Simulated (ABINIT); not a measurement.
# TlBiSe3 (Pm-3m): zone-centre phonons, part 3 of 4

Which modes does TlBiSe3 (Pm-3m) have at the zone centre?

ABINIT 10.8.3; DFT LDA, scalar-relativistic, plane waves, HGH norm-conserving pseudopotentials.

So far. Step 5 (Ground state): The cell stands at -0.78 GPa: the relaxation ran with a smoothed and higher cutoff, and the difference is a stress of the finite basis. Step 6 (Linear response at Γ): The acoustic modes at Γ come out as far as 1.8 cm⁻¹ from zero, where they should vanish, a small numerical error. The lowest optical mode is imaginary, 85i cm⁻¹, an instability at this level and on this k mesh. The relaxed cell has a = 5.405 Å (conventional setting).

The structure was built from a prototype and need not be the compound's stable phase.

## 7. Modes with the sum rule

anaddb reads the merged derivatives and imposes the acoustic sum rule.

Contents of anaddb.abi:

```
ddb_filepath "gamma_DDB"
output_file "anaddb.abo"
outdata_prefix "anaddb"
asr 1
chneut 1
enunit 2
eivec 1
nph1l 1
qph1l 0.0 0.0 0.0 1.0
```

Contents of mrgddb.in:

```
gamma_DDB
merged
2
dfpt_gammao_DDB
gso_DDB
```

Run with:

```sh
mrgddb < mrgddb.in > mrgddb.log
OMP_NUM_THREADS=1 anaddb anaddb.abi > anaddb.log
```

anaddb.abo, the main output file:

```text
-outvars_anaddb: echo values of input variables ----------------------

 Miscellaneous information :
      enunit         2
       eivec         1
         asr         1
 First list of wavevector (reduced coord.) :
       nph1l         1
       qph1l
                     0.00000000E+00  0.00000000E+00  0.00000000E+00    1.000E+00

================================================================================

 read the DDB information and perform some checks

  ==== Info on the Cryst% object ====
 Real(R)+Recip(G) space primitive vectors, cartesian coordinates (Bohr,Bohr^-1):
 R(1)= 10.2138567  0.0000000  0.0000000  G(1)=  0.0979062  0.0000000  0.0000000
 R(2)=  0.0000000 10.2138567  0.0000000  G(2)=  0.0000000  0.0979062  0.0000000
 R(3)=  0.0000000  0.0000000 10.2138567  G(3)=  0.0000000  0.0000000  0.0979062
 Unit cell volume ucvol=  1.0655388E+03 bohr^3
 Angles (23,13,12)=  9.00000000E+01  9.00000000E+01  9.00000000E+01 degrees
 Time-reversal symmetry is present
 Reduced atomic positions [iatom, xred, symbol]:
    1)    0.0000000  0.0000000  0.0000000  Tl
    2)    0.5000000  0.5000000  0.5000000  Bi
    3)    0.5000000  0.5000000  0.0000000  Se
    4)    0.5000000  0.0000000  0.5000000  Se
    5)    0.0000000  0.5000000  0.5000000  Se

 DDB file with 3 blocks has been read.

================================================================================

 Treat the first list of vectors

  Phonon wavevector (reduced coordinates) :  0.00000  0.00000  0.00000
 Phonon energies in Hartree :
  -3.890047E-04 -3.890047E-04 -3.890047E-04 -3.642257E-04 -3.642257E-04
  -3.642257E-04 -1.431763E-04 -1.431763E-04 -1.431763E-04  0.000000E+00
   0.000000E+00  0.000000E+00  6.415995E-04  6.415995E-04  6.415995E-04
 Phonon energies in meV     :
- -1.058536E+01 -1.058536E+01 -1.058536E+01 -9.911086E+00 -9.911086E+00
- -9.911086E+00 -3.896026E+00 -3.896026E+00 -3.896026E+00  0.000000E+00
-  0.000000E+00  0.000000E+00  1.745881E+01  1.745881E+01  1.745881E+01
 Phonon frequencies in cm-1    :
- -8.537665E+01 -8.537665E+01 -8.537665E+01 -7.993830E+01 -7.993830E+01
- -7.993830E+01 -3.142357E+01 -3.142357E+01 -3.142357E+01  0.000000E+00
-  0.000000E+00  0.000000E+00  1.408148E+02  1.408148E+02  1.408148E+02
 Phonon frequencies in Thz     :
- -2.559528E+00 -2.559528E+00 -2.559528E+00 -2.396490E+00 -2.396490E+00
- -2.396490E+00 -9.420549E-01 -9.420549E-01 -9.420549E-01  0.000000E+00
-  0.000000E+00  0.000000E+00  4.221522E+00  4.221522E+00  4.221522E+00
 Phonon energies in Kelvin  :
- -1.228380E+02 -1.228380E+02 -1.228380E+02 -1.150134E+02 -1.150134E+02
- -1.150134E+02 -4.521151E+01 -4.521151E+01 -4.521151E+01  0.000000E+00
-  0.000000E+00  0.000000E+00  2.026011E+02  2.026011E+02  2.026011E+02

 Eigendisplacements
 (will be given, for each mode : in cartesian coordinates
   for each atom the real part of the displacement vector,
   then the imaginary part of the displacement vector - absolute values smaller than 1.0d-7 are set to zero)
  Mode number    1   Energy   -3.890047E-04
 Attention : low frequency mode.
   (Could be unstable or acoustic mode)
-  1  0.00000000E+00  0.00000000E+00  3.20108081E-04
-     0.00000000E+00  0.00000000E+00  0.00000000E+00
-  2  0.00000000E+00  0.00000000E+00  7.85528065E-04
-     0.00000000E+00  0.00000000E+00  0.00000000E+00
-  3  0.00000000E+00  0.00000000E+00  2.50415391E-04
-     0.00000000E+00  0.00000000E+00  0.00000000E+00
-  4  0.00000000E+00  0.00000000E+00 -1.57900129E-03
-     0.00000000E+00  0.00000000E+00  0.00000000E+00
-  5  0.00000000E+00  0.00000000E+00 -1.57900129E-03
-     0.00000000E+00  0.00000000E+00  0.00000000E+00
  Mode number    2   Energy   -3.890047E-04
 Attention : low frequency mode.
   (Could be unstable or acoustic mode)
-  1  0.00000000E+00  3.20108081E-04  0.00000000E+00
-     0.00000000E+00  0.00000000E+00  0.00000000E+00
-  2  0.00000000E+00  7.85528065E-04  0.00000000E+00
-     0.00000000E+00  0.00000000E+00  0.00000000E+00
-  3  0.00000000E+00 -1.57900129E-03  0.00000000E+00
-     0.00000000E+00  0.00000000E+00  0.00000000E+00
-  4  0.00000000E+00  2.50415391E-04  0.00000000E+00
-     0.00000000E+00  0.00000000E+00  0.00000000E+00
-  5  0.00000000E+00 -1.57900129E-03  0.00000000E+00
-     0.00000000E+00  0.00000000E+00  0.00000000E+00
  Mode number    3   Energy   -3.890047E-04
 Attention : low frequency mode.
   (Could be unstable or acoustic mode)
-  1  3.20108081E-04  0.00000000E+00  0.00000000E+00
-     0.00000000E+00  0.00000000E+00  0.00000000E+00
-  2  7.85528065E-04  0.00000000E+00  0.00000000E+00
-     0.00000000E+00  0.00000000E+00  0.00000000E+00
-  3 -1.57900129E-03  0.00000000E+00  0.00000000E+00
-     0.00000000E+00  0.00000000E+00  0.00000000E+00
-  4 -1.57900129E-03  0.00000000E+00  0.00000000E+00
-     0.00000000E+00  0.00000000E+00  0.00000000E+00
-  5  2.50415391E-04  0.00000000E+00  0.00000000E+00
-     0.00000000E+00  0.00000000E+00  0.00000000E+00
  Mode number    4   Energy   -3.642257E-04
 Attention : low frequency mode.
   (Could be unstable or acoustic mode)
-  1  0.00000000E+00  0.00000000E+00  0.00000000E+00
-     0.00000000E+00  0.00000000E+00  0.00000000E+00
-  2  0.00000000E+00  0.00000000E+00  0.00000000E+00
-     0.00000000E+00  0.00000000E+00  0.00000000E+00
-  3  0.00000000E+00  0.00000000E+00  0.00000000E+00
-     0.00000000E+00  0.00000000E+00  0.00000000E+00
-  4  0.00000000E+00  0.00000000E+00 -1.86380890E-03
-     0.00000000E+00  0.00000000E+00  0.00000000E+00
-  5  0.00000000E+00  0.00000000E+00  1.86380890E-03
-     0.00000000E+00  0.00000000E+00  0.00000000E+00
  Mode number    5   Energy   -3.642257E-04
 Attention : low frequency mode.
   (Could be unstable or acoustic mode)
-  1  0.00000000E+00  0.00000000E+00  0.00000000E+00
-     0.00000000E+00  0.00000000E+00  0.00000000E+00
-  2  0.00000000E+00  0.00000000E+00  0.00000000E+00
-     0.00000000E+00  0.00000000E+00  0.00000000E+00
-  3  0.00000000E+00 -1.86380890E-03  0.00000000E+00
-     0.00000000E+00  0.00000000E+00  0.00000000E+00
-  4  0.00000000E+00  0.00000000E+00  0.00000000E+00
-     0.00000000E+00  0.00000000E+00  0.00000000E+00
-  5  0.00000000E+00  1.86380890E-03  0.00000000E+00
-     0.00000000E+00  0.00000000E+00  0.00000000E+00
  Mode number    6   Energy   -3.642257E-04
 Attention : low frequency mode.
   (Could be unstable or acoustic mode)
-  1  0.00000000E+00  0.00000000E+00  0.00000000E+00
-     0.00000000E+00  0.00000000E+00  0.00000000E+00
-  2  0.00000000E+00  0.00000000E+00  0.00000000E+00
-     0.00000000E+00  0.00000000E+00  0.00000000E+00
-  3  1.86380890E-03  0.00000000E+00  0.00000000E+00
-     0.00000000E+00  0.00000000E+00  0.00000000E+00
-  4 -1.86380890E-03  0.00000000E+00  0.00000000E+00
-     0.00000000E+00  0.00000000E+00  0.00000000E+00
-  5  0.00000000E+00  0.00000000E+00  0.00000000E+00
-     0.00000000E+00  0.00000000E+00  0.00000000E+00
  Mode number    7   Energy   -1.431763E-04
 Attention : low frequency mode.
   (Could be unstable or acoustic mode)
-  1  0.00000000E+00  0.00000000E+00 -1.31801153E-03
-     0.00000000E+00  0.00000000E+00  0.00000000E+00
-  2  0.00000000E+00  0.00000000E+00  8.45140864E-04
-     0.00000000E+00  0.00000000E+00  0.00000000E+00
-  3  0.00000000E+00  0.00000000E+00  6.50523401E-04
-     0.00000000E+00  0.00000000E+00  0.00000000E+00
-  4  0.00000000E+00  0.00000000E+00  2.62156949E-04
-     0.00000000E+00  0.00000000E+00  0.00000000E+00
-  5  0.00000000E+00  0.00000000E+00  2.62156949E-04
-     0.00000000E+00  0.00000000E+00  0.00000000E+00
  Mode number    8   Energy   -1.431763E-04
 Attention : low frequency mode.
   (Could be unstable or acoustic mode)
-  1  0.00000000E+00 -1.31801153E-03  0.00000000E+00
-     0.00000000E+00  0.00000000E+00  0.00000000E+00
-  2  0.00000000E+00  8.45140864E-04  0.00000000E+00
-     0.00000000E+00  0.00000000E+00  0.00000000E+00
-  3  0.00000000E+00  2.62156949E-04  0.00000000E+00
-     0.00000000E+00  0.00000000E+00  0.00000000E+00
-  4  0.00000000E+00  6.50523401E-04  0.00000000E+00
-     0.00000000E+00  0.00000000E+00  0.00000000E+00
-  5  0.00000000E+00  2.62156949E-04  0.00000000E+00
-     0.00000000E+00  0.00000000E+00  0.00000000E+00
  Mode number    9   Energy   -1.431763E-04
 Attention : low frequency mode.
   (Could be unstable or acoustic mode)
-  1  1.31801153E-03  0.00000000E+00  0.00000000E+00
-     0.00000000E+00  0.00000000E+00  0.00000000E+00
-  2 -8.45140864E-04  0.00000000E+00  0.00000000E+00
-     0.00000000E+00  0.00000000E+00  0.00000000E+00
-  3 -2.62156949E-04  0.00000000E+00  0.00000000E+00
-     0.00000000E+00  0.00000000E+00  0.00000000E+00
-  4 -2.62156949E-04  0.00000000E+00  0.00000000E+00
-     0.00000000E+00  0.00000000E+00  0.00000000E+00
-  5 -6.50523401E-04  0.00000000E+00  0.00000000E+00
-     0.00000000E+00  0.00000000E+00  0.00000000E+00
  Mode number   10   Energy    0.000000E+00
 Attention : low frequency mode.
   (Could be unstable or acoustic mode)
-  1  0.00000000E+00  0.00000000E+00  9.18512516E-04
-     0.00000000E+00  0.00000000E+00  0.00000000E+00
-  2  0.00000000E+00  0.00000000E+00  9.18498511E-04
-     0.00000000E+00  0.00000000E+00  0.00000000E+00
-  3  0.00000000E+00  0.00000000E+00  9.18502158E-04
-     0.00000000E+00  0.00000000E+00  0.00000000E+00
-  4  0.00000000E+00  0.00000000E+00  9.18508395E-04
-     0.00000000E+00  0.00000000E+00  0.00000000E+00
-  5  0.00000000E+00  0.00000000E+00  9.18508395E-04
-     0.00000000E+00  0.00000000E+00  0.00000000E+00
  Mode number   11   Energy    0.000000E+00
 Attention : low frequency mode.
   (Could be unstable or acoustic mode)
-  1  0.00000000E+00  9.18512516E-04  0.00000000E+00
-     0.00000000E+00  0.00000000E+00  0.00000000E+00
-  2  0.00000000E+00  9.18498511E-04  0.00000000E+00
-     0.00000000E+00  0.00000000E+00  0.00000000E+00
-  3  0.00000000E+00  9.18508395E-04  0.00000000E+00
-     0.00000000E+00  0.00000000E+00  0.00000000E+00
-  4  0.00000000E+00  9.18502158E-04  0.00000000E+00
-     0.00000000E+00  0.00000000E+00  0.00000000E+00
-  5  0.00000000E+00  9.18508395E-04  0.00000000E+00
-     0.00000000E+00  0.00000000E+00  0.00000000E+00
  Mode number   12   Energy    0.000000E+00
 Attention : low frequency mode.
   (Could be unstable or acoustic mode)
-  1  9.18512516E-04  0.00000000E+00  0.00000000E+00
-     0.00000000E+00  0.00000000E+00  0.00000000E+00
-  2  9.18498511E-04  0.00000000E+00  0.00000000E+00
-     0.00000000E+00  0.00000000E+00  0.00000000E+00
-  3  9.18508395E-04  0.00000000E+00  0.00000000E+00
-     0.00000000E+00  0.00000000E+00  0.00000000E+00
-  4  9.18508395E-04  0.00000000E+00  0.00000000E+00
-     0.00000000E+00  0.00000000E+00  0.00000000E+00
-  5  9.18502158E-04  0.00000000E+00  0.00000000E+00
-     0.00000000E+00  0.00000000E+00  0.00000000E+00
  Mode number   13   Energy    6.415995E-04
-  1  0.00000000E+00  0.00000000E+00  2.80218067E-05
-     0.00000000E+00  0.00000000E+00  0.00000000E+00
-  2  0.00000000E+00  0.00000000E+00  6.70875450E-04
-     0.00000000E+00  0.00000000E+00  0.00000000E+00
-  3  0.00000000E+00  0.00000000E+00 -2.37023890E-03
-     0.00000000E+00  0.00000000E+00  0.00000000E+00
-  4  0.00000000E+00  0.00000000E+00  2.61064379E-04
-     0.00000000E+00  0.00000000E+00  0.00000000E+00
-  5  0.00000000E+00  0.00000000E+00  2.61064379E-04
-     0.00000000E+00  0.00000000E+00  0.00000000E+00
  Mode number   14   Energy    6.415995E-04
-  1  0.00000000E+00  2.80218067E-05  0.00000000E+00
-     0.00000000E+00  0.00000000E+00  0.00000000E+00
-  2  0.00000000E+00  6.70875450E-04  0.00000000E+00
-     0.00000000E+00  0.00000000E+00  0.00000000E+00
-  3  0.00000000E+00  2.61064379E-04  0.00000000E+00
-     0.00000000E+00  0.00000000E+00  0.00000000E+00
-  4  0.00000000E+00 -2.37023890E-03  0.00000000E+00
-     0.00000000E+00  0.00000000E+00  0.00000000E+00
-  5  0.00000000E+00  2.61064379E-04  0.00000000E+00
-     0.00000000E+00  0.00000000E+00  0.00000000E+00
  Mode number   15   Energy    6.415995E-04
-  1  2.80218067E-05  0.00000000E+00  0.00000000E+00
-     0.00000000E+00  0.00000000E+00  0.00000000E+00
-  2  6.70875450E-04  0.00000000E+00  0.00000000E+00
-     0.00000000E+00  0.00000000E+00  0.00000000E+00
-  3  2.61064379E-04  0.00000000E+00  0.00000000E+00
-     0.00000000E+00  0.00000000E+00  0.00000000E+00
-  4  2.61064379E-04  0.00000000E+00  0.00000000E+00
-     0.00000000E+00  0.00000000E+00  0.00000000E+00
-  5 -2.37023890E-03  0.00000000E+00  0.00000000E+00
-     0.00000000E+00  0.00000000E+00  0.00000000E+00

 Analysis of degeneracies and characters (maximum tolerance=1.00E-06 a.u.)
 For each vibration mode, or group of modes if degenerate,
 the characters are given for each symmetry operation (see the list in the log file).
 Symmetry characters of vibration mode #   1
       degenerate with vibration modes #   2 to    3
  3.0 -3.0 -1.0  1.0 -1.0  1.0 -1.0  1.0  1.0 -1.0 -1.0  1.0  1.0 -1.0 -1.0  1.0
  0.0 -0.0  0.0 -0.0 -0.0  0.0 -0.0  0.0  1.0 -1.0 -1.0  1.0 -1.0  1.0  1.0 -1.0
  0.0 -0.0 -0.0  0.0 -0.0  0.0  0.0 -0.0  1.0 -1.0  1.0 -1.0 -1.0  1.0 -1.0  1.0
 Symmetry characters of vibration mode #   4
       degenerate with vibration modes #   5 to    6
  3.0 -3.0 -1.0  1.0 -1.0  1.0 -1.0  1.0 -1.0  1.0  1.0 -1.0 -1.0  1.0  1.0 -1.0
  0.0 -0.0  0.0 -0.0 -0.0  0.0 -0.0  0.0 -1.0  1.0  1.0 -1.0  1.0 -1.0 -1.0  1.0
  0.0 -0.0 -0.0  0.0 -0.0  0.0  0.0 -0.0 -1.0  1.0 -1.0  1.0  1.0 -1.0  1.0 -1.0
 Symmetry characters of vibration mode #   7
       degenerate with vibration modes #   8 to    9
  3.0 -3.0 -1.0  1.0 -1.0  1.0 -1.0  1.0  1.0 -1.0 -1.0  1.0  1.0 -1.0 -1.0  1.0
 -0.0  0.0 -0.0  0.0  0.0 -0.0  0.0 -0.0  1.0 -1.0 -1.0  1.0 -1.0  1.0  1.0 -1.0
 -0.0  0.0  0.0 -0.0  0.0 -0.0 -0.0  0.0  1.0 -1.0  1.0 -1.0 -1.0  1.0 -1.0  1.0
 Symmetry characters of vibration mode #  10
       degenerate with vibration modes #  11 to   12
  3.0 -3.0 -1.0  1.0 -1.0  1.0 -1.0  1.0  1.0 -1.0 -1.0  1.0  1.0 -1.0 -1.0  1.0
 -0.0  0.0 -0.0  0.0  0.0 -0.0  0.0 -0.0  1.0 -1.0 -1.0  1.0 -1.0  1.0  1.0 -1.0
 -0.0  0.0  0.0 -0.0  0.0 -0.0 -0.0  0.0  1.0 -1.0  1.0 -1.0 -1.0  1.0 -1.0  1.0
 Symmetry characters of vibration mode #  13
       degenerate with vibration modes #  14 to   15
  3.0 -3.0 -1.0  1.0 -1.0  1.0 -1.0  1.0  1.0 -1.0 -1.0  1.0  1.0 -1.0 -1.0  1.0
  0.0 -0.0  0.0 -0.0 -0.0  0.0 -0.0  0.0  1.0 -1.0 -1.0  1.0 -1.0  1.0  1.0 -1.0
  0.0 -0.0 -0.0  0.0 -0.0  0.0  0.0 -0.0  1.0 -1.0  1.0 -1.0 -1.0  1.0 -1.0  1.0
-
```

It took 0.51 s on 1 thread of Arm Neoverse V2, shared host.

Read from the output:

* lowest optical zone-centre mode: -85.38 cm⁻¹

No LO-TO term; unit eigenvectors of the mass-weighted matrix, from anaddb's displacements. Modes at Γ, with each element's share of the kinetic energy (negative means imaginary):

```tsv
mode	frequency (cm⁻¹)	symmetry	Tl %	Bi %	Se %
1	-85.4	T1u	4	24	73
2	-85.4	T1u	4	24	73
3	-85.4	T1u	4	24	73
4	-79.9	T2u	0	0	100
5	-79.9	T2u	0	0	100
6	-79.9	T2u	0	0	100
7	-31.4	T1u	65	27	8
8	-31.4	T1u	65	27	8
9	-31.4	T1u	65	27	8
10	0.0	acoustic	31	32	36
11	0.0	acoustic	31	32	36
12	0.0	acoustic	31	32	36
13	140.8	T1u	0	17	83
14	140.8	T1u	0	17	83
15	140.8	T1u	0	17	83
```

Displacements in mode 3 (-85.4 cm⁻¹), the largest set to 1:
```
Tl1  0.20  0.00  0.00
Bi2  0.50  0.00  0.00
Se3 -1.00  0.00  0.00
Se4 -1.00  0.00  0.00
Se5  0.16  0.00  0.00
```

Displacements in mode 9 (-31.4 cm⁻¹), the largest set to 1:
```
Tl1  1.00  0.00  0.00
Bi2 -0.64  0.00  0.00
Se3 -0.20  0.00  0.00
Se4 -0.20  0.00  0.00
Se5 -0.49  0.00  0.00
```

The rule moves no optical mode by more than 0.2 cm⁻¹.

[end of part 3 of 4]

[Host names and launcher messages were left out of these logs when they were recorded.]

[Logs are printed without paths, hosts, clocks, repeated set-up lines and the standing remarks that a program may print on its own settings, such as how far it seeks lower states.]

[Hosts, paths, dates, database ids (printed as entryN), source tags and the programs' standing remarks are cut or masked in the printed files.]
